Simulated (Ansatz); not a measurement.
## A convergence test on GaCuSe2 (I-42d): k mesh of the hybrid

Aim: see how gap, energy and time of GaCuSe2 (I-42d) follow the k mesh of the hybrid.

Method: DFT, HSE06, plane waves, PAW; PAW set soft_1, in Ansatz 0.2.0.

Most raw output is cut from this account.

**1. The structure**

The structure is tetragonal, space group I-42d (No. 122). Conventional cell: a = 5.619 Å, b = 5.619 Å, c = 11.026 Å, α = 90.00°, β = 90.00°, γ = 90.00°. Nearest to Ga lie 4 Se at 2.42 Å. Nearest to Cu lie 4 Se at 2.42 Å. Nearest to Se lie 2 Ga at 2.42 Å and 2 Cu at 2.42 Å. Farther neighbours and most contacts between anions are not listed.

The cell and positions come from the Crystallography Open Database and are kept as given unless a step says otherwise.

**2. k mesh of the hybrid: 2×2×2**

The input, input.yaml:

```yaml
crystal:
  lattice:
    - [-2.80955, 2.80955, 5.513]
    - [2.80955, -2.80955, 5.513]
    - [2.80955, 2.80955, -5.513]
  atoms:
    - { symbol: Ga, position: [0.5, 0.5, 0.0] }
    - { symbol: Ga, position: [0.25, 0.75, 0.5] }
    - { symbol: Cu, position: [0.0, 0.0, 0.0] }
    - { symbol: Cu, position: [0.75, 0.25, 0.5] }
    - { symbol: Se, position: [0.375, 0.37562, 0.50062] }
    - { symbol: Se, position: [0.62438, 0.125, 0.99938] }
    - { symbol: Se, position: [0.875, 0.87438, 0.49938] }
    - { symbol: Se, position: [0.12562, 0.625, 0.00062] }
kpoints:
  mp_grid: { grid: [2, 2, 2] }
  band_path:
    path:
      - [0.0, 0.0, 0.0]
      - [0.0, 0.0, 0.5]
      - [0.25, 0.25, 0.25]
      - [0.0, 0.5, 0.0]
      - [0.5, 0.5, -0.5]
      - [0.31492883, 0.68507117, -0.31492883]
      - [-0.31492883, 0.31492883, 0.31492883]
      - [-0.12985765, 0.12985765, 0.5]
    npoints: 1
hamiltonian:
  xc: hse06
  pseudopotentials: { kind: paw, azcp: { folder: soft_1 } }
scf:
  occupations: { method: fixed }
  n_extra_bands: 6
output:
  eigenvalues: true
```

Started as:

```console
ansatz run input.yaml --threads 3 --pin off --max-ram 92160MiB --backend cuda --events-out ev --progress --plain --runs-dir out --devices 1 --max-vram 13GiB
```

Wall time 25 s (1 × NVIDIA H100 80GB HBM3 (shared by 6 runs) with 3 threads of AMD EPYC 7R13 (Zen 3), shared host); peak memory 1.2 GiB; 23 s of CPU time.

Numbers from this step:

* gap: 1.467 eV
* valence top at: Γ
* conduction bottom at: Γ
* least direct gap: 1.467 eV
* exact-exchange fraction: 0.25

The gap is direct, at Γ.

**3. k mesh of the hybrid: 4×4×4**

input.yaml, as its differences from that of step 2:

```diff
@@ -15,3 +15,3 @@
 kpoints:
-  mp_grid: { grid: [2, 2, 2] }
+  mp_grid: { grid: [4, 4, 4] }
   band_path:
```

Run time: 60 s. Hardware: 1 × NVIDIA H100 80GB HBM3 (shared by 6 runs) with 3 threads; peak memory 1.8 GiB.

Numbers from this step:

```yaml
gap: 1.430 eV
valence_top_at: Γ
conduction_bottom_at: Γ
least_direct_gap: 1.430 eV
```

The gap is 1.430 eV, −0.038 eV from the run before at this level.

**4. k mesh of the hybrid: 6×6×6**

input.yaml, as its differences from that of step 3:

```diff
@@ -15,3 +15,3 @@
 kpoints:
-  mp_grid: { grid: [4, 4, 4] }
+  mp_grid: { grid: [6, 6, 6] }
   band_path:
```

Elapsed: 2.5 min, on 1 × NVIDIA H100 80GB HBM3 (shared by 6 runs) with 3 threads; peak memory 3.4 GiB; 5.7 min of CPU time.

This step gave:

| Quantity | Value |
| --- | --- |
| gap | 1.427 eV |
| valence top at | Γ |
| conduction bottom at | Γ |
| least direct gap | 1.427 eV |

The gap is 1.427 eV, −0.003 eV from the run before at this level.

**5. The series**

Differences are against the last row; a negative gap means that bands overlap, and a run with a band path holds that path's time. Times are wall times on 1 × NVIDIA H100 80GB HBM3 (shared by 6 runs) with 3 threads of AMD EPYC 7R13 (Zen 3), shared host, good to a factor of about two.

| k mesh of the hybrid | gap (eV) | direct gap (eV) | gap error (eV) | energy error (meV/atom) | irreducible k | time |
| --- | --- | --- | --- | --- | --- | --- |
| 2×2×2 | 1.467 | 1.467 | +0.040 | +24.0 | 4 | 25 s |
| 4×4×4 | 1.430 | 1.430 | +0.003 | +0.4 | 13 | 60 s |
| 6×6×6 | 1.427 | 1.427 | +0.000 | +0.0 | 30 | 2.5 min |

**6. Summary of results**

```json
{"2×2×2": "1.467 eV", "4×4×4": "1.430 eV", "6×6×6": "1.427 eV"}
```

What this shows: The gap holds to 0.02 eV from 4×4×4 on. At 2×2×2 the gap is off by +0.040 eV and the energy by +24 meV/atom. The gap is read over the mesh and added points near the edges, so meshes differ mainly through the density and, for a hybrid, the exchange operator. The runs have no spin polarisation. For a closed low-spin shell that is the natural state; where a d or f shell is open it is a constraint, and the gap is then not the crystal's own.

[Paths, hosts, dates, memory and timing lines, banners, echoed tables and standing remarks are left out of the program output.]

[Logs are printed without paths, hosts, clocks, repeated set-up lines and the standing remarks that a program may print on its own settings, such as how far it seeks lower states.]

[Runs of the session that timed out or met a known fault of the program may be left out.]

[Cells called generated may have been cut or substituted from an entry of the Crystallography Open Database or the Materials Project.]

[Hosts, paths, dates, database ids (printed as entryN), source tags and the programs' standing remarks are cut or masked in the printed files.]
